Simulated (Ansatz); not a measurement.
# Random fluorite-type alloy of CaF2 and CdF2 (96 atoms) under strain: runs compared

How stiff is random fluorite-type alloy of CaF2 and CdF2 (96 atoms), and how do its levels respond to strain?

Computed with Ansatz 0.2.0: Kohn-Sham DFT, LDA, PAW (set soft_2), plane waves.

### 1. The cell as built

The cell holds 96 atoms: 12 Ca, 64 F and 20 Cd. Its edges and angles: a = 10.835 Å, b = 10.835 Å, c = 10.835 Å, α = 90.0°, β = 90.0°, γ = 90.0°. It derives from CaF2 (fluorite-type) and CdF2, repeated 2×2×2. Fluorite-type CaF2, 2 x 2 x 2 conventional cells, 20 of 32 Ca sites given to Cd at random (x = 0.625), lattice by Vegard's rule (a = 5.417 Å); every coordinate displaced by a Gaussian of 0.09 Å.

Limits known from the start: Only the Γ point is sampled.

### 2. The reference run

The reference is a single point at the end of the relaxation.

Every strained cell starts from the geometry of this run, and its atoms are relaxed with the cell held.

Its input, with most atom lines left out:

```yaml
crystal:
  lattice:
    - [10.62226, -0.00474, -0.00096]
    - [-0.00474, 10.62286, 0.00235]
    - [-0.00096, 0.00235, 10.62248]
  atoms:
    - { symbol: Ca, position: [0.99988, 0.99869, 0.99965] }
    - { symbol: F, position: [0.12465, 0.12398, 0.12521] }
    - { symbol: F, position: [0.37401, 0.37352, 0.37445] }
    - { symbol: Cd, position: [0.99933, 0.24928, 0.24996] }
    - { symbol: F, position: [0.12451, 0.37377, 0.37454] }
    - { symbol: F, position: [0.37528, 0.12322, 0.12455] }
    - { symbol: Ca, position: [0.24992, 0.99854, 0.24987] }
    [... atom lines 8 to 96 left out ...]
kpoints:
  mp_grid: { grid: [1, 1, 1] }
hamiltonian:
  xc: lda
scf:
  occupations: { method: fixed }
output:
  forces: true
  stress: true
  populations: intrinsic
  dos:
    method: { smearing: { sigma: 0.15 } }
    de: 0.1
    projected: { site_lists: { Ca: [Ca], Cd: [Cd], F: [F] } }
  eigenvalues: true
  write_density: true
  write_potential: true
  volumetric_format: npy
  elf: true
```

```
free energy per atom   : -2442.9832 eV/atom
r.m.s. force component : 0.00177 eV/Å
pressure               : -0.02549 GPa
```

Filled and empty levels are parted by 3.94 eV at Γ alone; the mesh holds the band edges only if they fold onto it, so the gap at this level can be narrower or closed, while local or semilocal functionals tend to narrow gaps against experiment.

### 3. The runs

Each row is one run, on 4 threads of Arm Neoverse V2, shared host. The free energy is the program's total, comparable only between runs with the same functional, potentials and atoms.

```tsv
run	atoms	outcome	ionic steps, all passes	free energy (eV)	time	host memory (GiB)
Single point at the start	96	converged	-	-234517.828	16 s	1.9
Cell and atoms relaxed	96	converged	7	-234526.391	1.7 min	1.9
Single point at the relaxed geometry	96	converged	-	-234526.391	30 s	1.8
Volume -3 %	96	converged	2	-234525.957	33 s	1.8
Volume +3 %	96	converged	2	-234525.981	35 s	1.9
Volume -6 %	96	converged	2	-234524.635	35 s	1.8
Volume +6 %	96	converged	2	-234524.947	35 s	2.0
Volume -10 %	96	converged	2	-234521.052	35 s	1.7
Stretched by 1 % along x	96	converged	2	-234526.298	34 s	1.9
Compressed by 1 % along x	96	converged	2	-234526.291	34 s	1.9
Sheared by 2 % in xy	96	converged	2	-234526.309	38 s	1.8
```

In some runs the program notes that the SCF threshold is loose for the stress.

### 4. Pressure against volume

Atoms are relaxed at each volume, in the scaled cell.

```tsv
volume change (%)	volume (Å³/atom)	energy change (meV/atom)	pressure (GPa)	largest move on relaxing (Å)	bonds	gap (eV)
-10	11.237	55.62	15.70	0.01	256	4.36
-6	11.737	18.29	8.31	0.01	256	4.19
-3	12.111	4.52	3.80	0.00	256	4.06
+0	12.486	0.00	-0.03	-	256	3.94
+3	12.860	4.27	-3.23	0.00	256	3.82
+6	13.235	15.04	-5.94	0.00	256	3.70
```

### 5. Uniaxial strain and shear

Stress (GPa, compression positive) less that of the relaxed cell, atoms relaxed:

```tsv
strain	xx	yy	zz	xy	energy change (meV/atom)
stretched by 1 % along x	-1.910	-0.741	-0.741	0.001	0.97
compressed by 1 % along x	2.014	0.802	0.804	0.001	1.04
sheared by 2 % in xy	0.044	0.044	0.045	-0.664	0.86
```

### 6. Outcome

The bulk modulus, from the slope of pressure against ln V over the three points nearest the relaxed volume, is 117 GPa; a quadratic over all points gives a pressure derivative of about 5.1. The gap goes from 4.36 eV at the smallest volume to 3.70 eV at the largest, -4.0 eV per unit of ln V by a straight line, on the run's k-points. In the Cartesian axes of the cell, finite differences give C11 = 196, C12 = 77.2, C13 = 77.2 and C66 = 33.2 GPa (the shear of 2 % is the engineering strain, εxy = 0.01). The mean of C11, C12 and C13, which equals the bulk modulus in a cubic or isotropic solid, is 117 GPa: it agrees with the bulk modulus within 10 %.

Caveats: Strains are finite and relaxations stop at the force tolerance of the input, which can leave moduli too stiff; they are those of a static cell at zero temperature. Volumes are changed with the cell's shape held, so in an anisotropic solid the modulus lies over the one under free hydrostatic load. The program notes that the SCF threshold of the relaxations is loose for the stress. The host structure and its lattice constant were typed by rule, without a check against the phase diagram.

The DFT runs together took 7.1 min of wall time.

[Logs are printed without paths, hosts, clocks, repeated set-up lines and the standing remarks that a program may print on its own settings, such as how far it seeks lower states.]

[Hosts, paths, dates, database ids (printed as entryN), source tags and the programs' standing remarks are cut or masked in the printed files.]
